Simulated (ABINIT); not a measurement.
# Quasiparticle gap of BaZrSe3 (P1) in ABINIT, part 2 of 3

How does a plane-wave GW calculation on BaZrSe3 (P1) run from the first input to the gap?

ABINIT 10.8.3; PBEsol and many-body steps on it, plane waves. Known limits of the many-body steps: short of the basis limit; no spin-orbit coupling; coarse k mesh.

So far. Step 2 (Ground state): The gap is indirect, with the least direct gap 0.54 eV higher.

## 3. Bands along the symmetry lines

Level of this step: DFT, PBEsol, plane waves, norm-conserving pseudopotentials (ABINIT).

Levels along a band path, at the cheap level, show where the edges lie and whether the meshes to come will hold them.

The input, run.abi:

```
acell 3*1.0 Angstrom
rprim 
  5.287383000000 -0.000000000000 -0.000000000000
  0.003576000000 5.296392000000 -0.000000000000
  0.007950000000 0.010054000000 5.309462000000
ntypat 3
znucl 56 40 34
natom 5
typat 1 2 3 3 3
xred 
  0.998643000000 0.998478000000 0.998673000000
  0.476578000000 0.490069000000 0.476727000000
  0.488317000000 0.998506000000 0.502693000000
  0.983845000000 0.511636000000 0.518540000000
  0.492614000000 0.501310000000 0.993370000000
pp_dirpath "pseudos"
pseudos "Ba.upf, Zr.upf, Se.upf"
ecut 48
iscf -2
irdden 1
kptopt 0
nkpt 25
kpt 
  0.00000000 0.00000000 0.00000000
  0.00000000 -0.16666667 0.00000000
  0.00000000 -0.33333333 0.00000000
  0.00000000 -0.50000000 0.00000000
  -0.50000000 0.00000000 0.00000000
  -0.33333333 0.00000000 0.00000000
  -0.16666667 0.00000000 0.00000000
  0.00000000 0.00000000 0.00000000
  0.00000000 0.00000000 -0.16666667
  0.00000000 0.00000000 -0.33333333
  0.00000000 0.00000000 -0.50000000
  -0.50000000 -0.50000000 -0.50000000
  -0.33333333 -0.33333333 -0.33333333
  -0.16666667 -0.16666667 -0.16666667
  0.00000000 0.00000000 0.00000000
  -0.16666667 0.00000000 -0.16666667
  -0.33333333 0.00000000 -0.33333333
  -0.50000000 -0.00000000 -0.50000000
  0.00000000 -0.50000000 -0.50000000
  0.00000000 -0.33333333 -0.33333333
  0.00000000 -0.16666667 -0.16666667
  0.00000000 0.00000000 0.00000000
  -0.16666667 -0.16666667 0.00000000
  -0.33333333 -0.33333333 0.00000000
  -0.50000000 -0.50000000 -0.00000000
istwfk *1
nband 54
nbdbuf 2
tolwfr 1e-08
nstep 40
prtwf 0
prtvol 0
indata_prefix "in"
outdata_prefix "out"
tmpdata_prefix "tmp"
```

The run is started by

```sh
OMP_NUM_THREADS=1 mpirun -n 4 abinit run.abi > log
```

The log of the run:

```text
.Version 10.8.3 of ABINIT. v10.8.2 released Aug 2026.

 Symmetries : space group P1 (#  1); Bravais aP (primitive triclinic)
[... echo of the input left out ...]
== DATASET  1 ==================================================================
-   mpi_nproc: 4, omp_nthreads: 1 (-1 if OMP is not activated)

--- !DatasetInfo
iteration_state: {dtset: 1, }
dimensions: {natom: 5, nkpt: 25, mband: 54, nsppol: 1, nspinor: 1, nspden: 1, mpw: 15990, }
cutoff_energies: {ecut:  48.0, pawecutdg:  -1.0, }
electrons: {nelect:   9.40000000E+01, charge:   0.00000000E+00, occopt:   1.00000000E+00, tsmear:   1.00000000E-02, }

 Real(R)+Recip(G) space primitive vectors, cartesian coordinates (Bohr,Bohr^-1):
 R(1)=  9.9917058  0.0000000  0.0000000  G(1)=  0.1000830 -0.0000676 -0.0001497
 R(2)=  0.0067577 10.0087303  0.0000000  G(2)=  0.0000000  0.0999128 -0.0001892
 R(3)=  0.0150233  0.0189993 10.0334291  G(3)=  0.0000000  0.0000000  0.0996668
 Unit cell volume ucvol=  1.0033859E+03 bohr^3
 Angles (23,13,12)=  8.98914470E+01  8.99142097E+01  8.99613152E+01 degrees

 getcut: wavevector=  0.0000  0.0000  0.0000  ngfft=  64  64  64
         ecut(hartree)=     48.000   => boxcut(ratio)=   2.04524

--- Pseudopotential description ------------------------------------------------
- Ba Generated using ONCVPSP code by D. R. Hamann
- 56.00000  10.00000  180301                  znucl, zion, pspdat
12 -116133 2 -1 1936                          pspcod,pspxc,lmax,lloc,mmax
     nproj     2     2     2
  pspatm : epsatm=   22.57506632
         --- l  ekb(1:nproj) -->
             0    6.556682    0.638229
             1    5.348860    0.533728
             2    4.518908    0.934050
 pspatm: atomic psp has been read  and splines computed

- Zr Generated using ONCVPSP code by D. R. Hamann
- 40.00000  12.00000  180301                  znucl, zion, pspdat
12 -116133 2 -1 1604                          pspcod,pspxc,lmax,lloc,mmax
     nproj     2     2     2
  pspatm : epsatm=   18.88750569
         --- l  ekb(1:nproj) -->
[...]
pspatm: atomic psp has been read  and splines computed

- Se Generated using ONCVPSP code by D. R. Hamann
- 34.00000  24.00000  180301                  znucl, zion, pspdat
12 -116133 2 -1 1198                          pspcod,pspxc,lmax,lloc,mmax
     nproj     2     2     2
  pspatm : epsatm=   25.27915816
         --- l  ekb(1:nproj) -->
[...]
pspatm: atomic psp has been read  and splines computed

--------------------------------------------------------------------------------

================================================================================
 prteigrs : about to open file out_EIG
 Non-SCF case, kpt    1 (  0.00000  0.00000  0.00000), residuals and eigenvalues=
  2.90E-09  2.93E-09  3.00E-09  2.70E-09  1.73E-09  1.98E-09  1.52E-09  2.22E-09
  2.02E-09  1.24E-09  3.29E-09  8.56E-09  2.51E-09  2.57E-09  5.63E-09  8.05E-09
[...]
Non-SCF case, kpt    3 (  0.00000 -0.33333  0.00000), residuals and eigenvalues=
[...]
Non-SCF case, kpt   24 ( -0.33333 -0.33333  0.00000), residuals and eigenvalues=
[...]
Non-SCF case, kpt   25 ( -0.50000 -0.50000 -0.00000), residuals and eigenvalues=
[...]
--- !ResultsGS
iteration_state: {dtset: 1, }
comment   : Summary of ground state results
lattice_vectors:
- [  9.9917058,  -0.0000000,  -0.0000000, ]
- [  0.0067577,  10.0087303,  -0.0000000, ]
- [  0.0150233,   0.0189993,  10.0334291, ]
lattice_lengths: [   9.99171,   10.00873,   10.03346, ]
lattice_angles: [ 89.891,  89.914,  89.961, ] # degrees, (23, 13, 12)
lattice_volume:   1.0033859E+03
convergence: {deltae:  0.000E+00, res2:  0.000E+00, residm:  9.999E-09, diffor:  0.000E+00, }
etotal    :  -1.09325098E+03
entropy   :   0.00000000E+00
fermie    :   2.12745094E-01
cartesian_stress_tensor: null
pressure_GPa: null
xred      :
- [  9.9864E-01,   9.9848E-01,   9.9867E-01, Ba]
- [  4.7658E-01,   4.9007E-01,   4.7673E-01, Zr]
- [  4.8832E-01,   9.9851E-01,   5.0269E-01, Se]
- [  9.8385E-01,   5.1164E-01,   5.1854E-01, Se]
- [  4.9261E-01,   5.0131E-01,   9.9337E-01, Se]
cartesian_forces: null
force_length_stats: {min: null, max: null, mean: null, }

 Integrated electronic density in atomic spheres:
 ------------------------------------------------
 Atom  Sphere_radius  Integrated_density
[...]
================================================================================

 ----iterations are completed or convergence reached----

 Mean square residual over all n,k,spin=   50.953E-10; max=  99.989E-10
 reduced coordinates (array xred) for    5 atoms
[...]
0.983845      0.511636      0.518540
       0.492614      0.501310      0.993370

 cartesian coordinates (angstrom) at end:
    1      5.291718     5.298372     5.302416
    2      2.525393     2.600391     2.531164
    3      2.589486     5.293533     2.669029
    4      5.207917     2.715038     2.753168
    5      2.614329     2.665122     5.274260
 length scales=  1.889726  1.889726  1.889726 bohr
              =  1.000000  1.000000  1.000000 angstroms
 prteigrs : about to open file out_EIG
 Eigenvalues (hartree) for nkpt=  25  k points:
 kpt#   1, nband= 54, wtk=  1.00000, kpt=  0.0000  0.0000  0.0000 (reduced coord)
[...]
kpt#   2, nband= 54, wtk=  1.00000, kpt=  0.0000 -0.1667  0.0000 (reduced coord)
[...]
kpt#   3, nband= 54, wtk=  1.00000, kpt=  0.0000 -0.3333  0.0000 (reduced coord)
[...]
kpt#  24, nband= 54, wtk=  1.00000, kpt= -0.3333 -0.3333  0.0000 (reduced coord)
[...]
0.27822    0.27925    0.30526    0.34267    0.36025    0.37045
 kpt#  25, nband= 54, wtk=  1.00000, kpt= -0.5000 -0.5000  0.0000 (reduced coord)
[...]
-0.27735   -0.27733   -0.27130   -0.24179   -0.22234   -0.22216    0.04314    0.06248
   0.07974    0.11226    0.11369    0.13273    0.14307    0.14374    0.20846    0.29090
   0.29285    0.29469    0.30356    0.35012    0.35777    0.39337

== END DATASET(S) ==============================================================
================================================================================

 -outvars: echo values of variables after computation  --------
            nband          54
             nkpt          25
          spgroup           1
 [... the other variables as echoed above ...]

 Calculation completed.
```

Wall time 2.6 min (4 MPI ranks of Arm Neoverse V1, shared host); peak memory 0.68 GiB; 10 min of CPU time.

Read from the output:

```yaml
gap: 0.1586 eV
k_of_the_valence_top: -0.5, -0.5, -0.5
k_of_the_conduction_bottom: 0, 0, 0
least_direct_gap: 0.6966 eV
```

The gap is 0.159 eV, as in the run before at this level.

The electronic bands at the labelled points (eV, zero at the top of the highest filled band):

```tsv
point	band 44	band 45	band 46	band 47	band 48	band 49	band 50	band 51
Γ	-1.26	-0.79	-0.61	-0.54	0.16	0.29	0.54	1.85
X	-2.45	-1.96	-1.12	-0.91	0.58	2.19	2.25	2.29
jump to Y	-2.41	-1.99	-1.04	-0.90	0.43	2.09	2.13	2.30
Γ	-1.26	-0.79	-0.61	-0.54	0.16	0.29	0.54	1.85
Z	-2.40	-1.99	-0.93	-0.85	0.37	2.17	2.27	2.32
jump to R	-3.57	-0.04	-0.03	0.00	2.34	2.53	2.61	3.01
Γ	-1.26	-0.79	-0.61	-0.54	0.16	0.29	0.54	1.85
T	-2.16	-1.87	-1.85	-0.14	2.13	2.20	2.20	2.56
jump to U	-2.03	-1.89	-1.83	-0.16	2.18	2.21	2.24	2.66
Γ	-1.26	-0.79	-0.61	-0.54	0.16	0.29	0.54	1.85
V	-2.18	-1.90	-1.88	-0.12	2.13	2.18	2.23	2.47
```

## 4. Empty states on the mesh, 2×2×2 mesh, 118 bands

The sums over transitions need many empty states on a uniform mesh; this step solves for them.

The input, run.abi:

```
acell 3*1.0 Angstrom
rprim 
  5.287383000000 -0.000000000000 -0.000000000000
  0.003576000000 5.296392000000 -0.000000000000
  0.007950000000 0.010054000000 5.309462000000
ntypat 3
znucl 56 40 34
natom 5
typat 1 2 3 3 3
xred 
  0.998643000000 0.998478000000 0.998673000000
  0.476578000000 0.490069000000 0.476727000000
  0.488317000000 0.998506000000 0.502693000000
  0.983845000000 0.511636000000 0.518540000000
  0.492614000000 0.501310000000 0.993370000000
pp_dirpath "pseudos"
pseudos "Ba.upf, Zr.upf, Se.upf"
ecut 48
ngkpt 2 2 2
nshiftk 1
shiftk 0 0 0
kptopt 1
chksymbreak 0
iscf -2
irdden 1
istwfk *1
nband 118
nbdbuf 10
tolwfr 1e-09
nstep 60
prtvol 0
indata_prefix "in"
outdata_prefix "out"
tmpdata_prefix "tmp"
```

The log of the run:

```text
.Version 10.8.3 of ABINIT. v10.8.2 released Aug 2026.

 Symmetries : space group P1 (#  1); Bravais aP (primitive triclinic)
[... echo of the input left out ...]
== DATASET  1 ==================================================================
-   mpi_nproc: 4, omp_nthreads: 1 (-1 if OMP is not activated)

--- !DatasetInfo
iteration_state: {dtset: 1, }
dimensions: {natom: 5, nkpt: 8, mband: 118, nsppol: 1, nspinor: 1, nspden: 1, mpw: 15990, }
cutoff_energies: {ecut:  48.0, pawecutdg:  -1.0, }
electrons: {nelect:   9.40000000E+01, charge:   0.00000000E+00, occopt:   1.00000000E+00, tsmear:   1.00000000E-02, }

 Real(R)+Recip(G) space primitive vectors, cartesian coordinates (Bohr,Bohr^-1):
 R(1)=  9.9917058  0.0000000  0.0000000  G(1)=  0.1000830 -0.0000676 -0.0001497
 R(2)=  0.0067577 10.0087303  0.0000000  G(2)=  0.0000000  0.0999128 -0.0001892
 R(3)=  0.0150233  0.0189993 10.0334291  G(3)=  0.0000000  0.0000000  0.0996668
 Unit cell volume ucvol=  1.0033859E+03 bohr^3
 Angles (23,13,12)=  8.98914470E+01  8.99142097E+01  8.99613152E+01 degrees

 getcut: wavevector=  0.0000  0.0000  0.0000  ngfft=  64  64  64
         ecut(hartree)=     48.000   => boxcut(ratio)=   2.04524

--- Pseudopotential description ------------------------------------------------
- Ba Generated using ONCVPSP code by D. R. Hamann
- 56.00000  10.00000  180301                  znucl, zion, pspdat
12 -116133 2 -1 1936                          pspcod,pspxc,lmax,lloc,mmax
     nproj     2     2     2
  pspatm : epsatm=   22.57506632
         --- l  ekb(1:nproj) -->
             0    6.556682    0.638229
             1    5.348860    0.533728
             2    4.518908    0.934050
 pspatm: atomic psp has been read  and splines computed

- Zr Generated using ONCVPSP code by D. R. Hamann
- 40.00000  12.00000  180301                  znucl, zion, pspdat
12 -116133 2 -1 1604                          pspcod,pspxc,lmax,lloc,mmax
     nproj     2     2     2
  pspatm : epsatm=   18.88750569
         --- l  ekb(1:nproj) -->
[...]
pspatm: atomic psp has been read  and splines computed

- Se Generated using ONCVPSP code by D. R. Hamann
- 34.00000  24.00000  180301                  znucl, zion, pspdat
12 -116133 2 -1 1198                          pspcod,pspxc,lmax,lloc,mmax
     nproj     2     2     2
  pspatm : epsatm=   25.27915816
         --- l  ekb(1:nproj) -->
[...]
pspatm: atomic psp has been read  and splines computed

--------------------------------------------------------------------------------

================================================================================
 prteigrs : about to open file out_EIG
 Non-SCF case, kpt    1 (  0.00000  0.00000  0.00000), residuals and eigenvalues=
  6.55E-10  8.99E-10  7.95E-10  2.46E-10  3.35E-10  3.20E-10  2.91E-10  2.77E-10
  3.58E-10  2.63E-10  3.02E-10  4.05E-10  4.13E-10  2.20E-10  7.72E-10  9.46E-10
  7.48E-10  6.84E-10  9.33E-10  6.85E-10  9.19E-10  2.19E-10  9.45E-10  2.33E-10
[...]
1.01E-09  5.75E-06  2.38E-05  1.77E-05  2.72E-04  7.58E-04
 -7.3888E+00 -7.3880E+00 -7.3879E+00 -5.1720E+00 -5.1715E+00 -5.1715E+00
 -5.1714E+00 -5.1713E+00 -5.1707E+00 -5.1706E+00 -5.1705E+00 -5.1704E+00
[...]
1.1356E+00  1.1412E+00  1.1478E+00  1.1593E+00  1.1616E+00  1.2399E+00
  1.2419E+00  1.2461E+00  1.2906E+00  1.2919E+00
 prteigrs : prtvol=0 or 1, do not print more k-points.

--- !ResultsGS
iteration_state: {dtset: 1, }
comment   : Summary of ground state results
lattice_vectors:
- [  9.9917058,  -0.0000000,  -0.0000000, ]
- [  0.0067577,  10.0087303,  -0.0000000, ]
- [  0.0150233,   0.0189993,  10.0334291, ]
lattice_lengths: [   9.99171,   10.00873,   10.03346, ]
lattice_angles: [ 89.891,  89.914,  89.961, ] # degrees, (23, 13, 12)
lattice_volume:   1.0033859E+03
convergence: {deltae:  0.000E+00, res2:  0.000E+00, residm:  9.993E-10, diffor:  0.000E+00, }
etotal    :  -1.09325098E+03
entropy   :   0.00000000E+00
fermie    :   2.12745094E-01
cartesian_stress_tensor: null
pressure_GPa: null
xred      :
- [  9.9864E-01,   9.9848E-01,   9.9867E-01, Ba]
- [  4.7658E-01,   4.9007E-01,   4.7673E-01, Zr]
- [  4.8832E-01,   9.9851E-01,   5.0269E-01, Se]
- [  9.8385E-01,   5.1164E-01,   5.1854E-01, Se]
- [  4.9261E-01,   5.0131E-01,   9.9337E-01, Se]
cartesian_forces: null
force_length_stats: {min: null, max: null, mean: null, }

 Integrated electronic density in atomic spheres:
 ------------------------------------------------
 Atom  Sphere_radius  Integrated_density
[...]
================================================================================

 ----iterations are completed or convergence reached----

 Mean square residual over all n,k,spin=   51.776E-11; max=  99.931E-11
 reduced coordinates (array xred) for    5 atoms
[...]
0.983845      0.511636      0.518540
       0.492614      0.501310      0.993370

 cartesian coordinates (angstrom) at end:
    1      5.291718     5.298372     5.302416
    2      2.525393     2.600391     2.531164
    3      2.589486     5.293533     2.669029
    4      5.207917     2.715038     2.753168
    5      2.614329     2.665122     5.274260
 length scales=  1.889726  1.889726  1.889726 bohr
              =  1.000000  1.000000  1.000000 angstroms
 prteigrs : about to open file out_EIG
 Eigenvalues (hartree) for nkpt=   8  k points:
 kpt#   1, nband=118, wtk=  0.12500, kpt=  0.0000  0.0000  0.0000 (reduced coord)
[...]
1.00028    1.02645    1.03150    1.03560    1.07895    1.09225    1.10943    1.11310
   1.11527    1.11987    1.12160    1.12336    1.13560    1.14119    1.14782    1.15932
   1.16158    1.23987    1.24189    1.24611    1.29057    1.29192
 prteigrs : prtvol=0 or 1, do not print more k-points.

== END DATASET(S) ==============================================================
================================================================================

 -outvars: echo values of variables after computation  --------
            nband         118
             nkpt           8
          spgroup           1
 [... the other variables as echoed above ...]

 Calculation completed.
```

It took 1.9 min on 4 MPI ranks; peak memory 0.65 GiB.

Read from the output:

```
gap                                                           : 0.1586 eV
k of the valence top                                          : 0.5, 0.5, 0.5
k of the conduction bottom                                    : 0, 0, 0
least direct gap                                              : 0.6966 eV
k points computed                                             : 8
lowest point of the top converged band, above the valence top : 24.78 eV
```

On this mesh the gap is 0.159 eV.

## 5. Screening, 2×2×2 mesh, 108 bands, screening to 87.1 eV

The RPA dielectric matrix is built and inverted for each q.

This step: RPA screening on PBEsol, plane waves, norm-conserving pseudopotentials.

Changes to run.abi since step 4:

```diff
@@ -23,10 +23,11 @@
 chksymbreak 0
-iscf -2
-irdden 1
 istwfk *1
-nband 118
-nbdbuf 10
-tolwfr 1e-09
-nstep 60
-prtvol 0
+occopt 1
+irdwfk 1
+optdriver 3
+nband 108
+ecuteps 3.2
+inclvkb 2
+awtr 1
+symchi 1
 indata_prefix "in"
```

The log of the run:

```text
.Version 10.8.3 of ABINIT. v10.8.2 released Aug 2026.

 Symmetries : space group P1 (#  1); Bravais aP (primitive triclinic)
[... echo of the input left out ...]
== DATASET  1 ==================================================================
-   mpi_nproc: 4, omp_nthreads: 1 (-1 if OMP is not activated)

--- !DatasetInfo
iteration_state: {dtset: 1, }
dimensions: {natom: 5, nkpt: 8, mband: 108, nsppol: 1, nspinor: 1, nspden: 1, mpw: 15990, }
cutoff_energies: {ecut:  48.0, pawecutdg:  -1.0, }
electrons: {nelect:   9.40000000E+01, charge:   0.00000000E+00, occopt:   1.00000000E+00, tsmear:   1.00000000E-02, }

 SCREENING: Calculation of the susceptibility and dielectric matrices

 Based on a program developped by R.W. Godby, V. Olevano, G. Onida, and L. Reining.
 Incorporated in ABINIT by V. Olevano, G.-M. Rignanese, and M. Torrent.
.Using double precision arithmetic ; gwpc =  8

[... cell and pseudopotentials left out ...]
--------------------------------------------------------------------------------

 ==== K-mesh for the wavefunctions ====
 Number of points in the irreducible wedge :     8
[... list of points left out ...]
 Together with  1 symmetry operations and time-reversal symmetry
 yields     8 points in the full Brillouin Zone.

 ==== Q-mesh for the screening function ====
 Number of points in the irreducible wedge :     8
[... list of points left out ...]
 Together with  1 symmetry operations and time-reversal symmetry
 yields     8 points in the full Brillouin Zone.

 setmesh: FFT mesh size selected  =    40x   40x   40
          total number of points  =        64000

 vcoul_init : cutoff-mode = AUXILIARY_FUNCTION
 q-points for optical limit:   1
     1)      0.000010    0.000020    0.000030

- screening: taking advantage of time-reversal symmetry
- Maximum band index for partially occupied states nbvw = 47
- Remaining bands to be divided among processors   nbcw = 61
- Number of bands treated by each node ~15

 Number of electrons calculated from density =   94.0000; Expected =   94.0000
 average of density, n =  0.093683
 r_s =    1.3659
 omega_plasma =   29.5247 [eV]

 calculating chi0 at frequencies [eV] :
  1    0.000000E+00    0.000000E+00
  2    0.000000E+00    2.952470E+01

--------------------------------------------------------------------------------
  q-point number  1        q = ( 0.000000, 0.000000, 0.000000) [r.l.u.]
--------------------------------------------------------------------------------
[... chi0 elements left out ...]
 For q-point:  0.000010 0.000020 0.000030
  dielectric constant =  24.3576
  dielectric constant without local fields =  31.1299

  Average fulfillment of the sum rule on Im[epsilon] for q-point    1 :     28.25  [%]
[... wings left out ...]
  q-point number  2        q = ( 0.500000, 0.000000, 0.000000) [r.l.u.]
--------------------------------------------------------------------------------
[... chi0 elements left out ...]
  Average fulfillment of the sum rule on Im[epsilon] for q-point    2 :     33.24  [%]

 [... 6 further q-points ...]
```

It took 1.9 min on 4 MPI ranks; peak memory 3 GiB.

Numbers from this step:

| Item | Value |
| --- | --- |
| ε∞ with local fields, on this mesh | 24.36 |
| ε∞ without local fields, on this mesh | 31.13 |
| plasma frequency | 29.52 eV |
| plane waves in the screening matrix | 257 |

Local fields lower ε∞ by 22 %. On a Γ-centred mesh this coarse the value itself is usually too large, while a short band sum pulls it down.

[end of part 2 of 3]

[Long decimals in the printed logs are rounded to 6 places.]

[Logs are printed without paths, hosts, clocks, repeated set-up lines and the standing remarks that a program may print on its own settings, such as how far it seeks lower states.]

[Paths, hosts, dates, memory and timing lines, banners, echoed tables and standing remarks are left out of the program output; an Ansatz launch command may be rebuilt from the run's recorded settings. Measured values are a selection of at most five: reports struck by readers or far from the other reports are left out. None is set beside runs whose start may be inverted or whose files or cutoffs have a known fault.]

[Runs of the session that timed out or met a known fault of the program may be left out.]

[Hosts, paths, dates, database ids (printed as entryN), source tags and the programs' standing remarks are cut or masked in the printed files.]

[G0W0 gaps are taken among the corrected bands and points alone; a level outside them can change the order at an edge.]

[Where Ansatz stands beside ABINIT at settings called matched, ABINIT's density can come from a denser mesh and the files from another edition; pairs whose starting gaps differed by over 0.03 eV were left out, so agreement reads better than it is.]
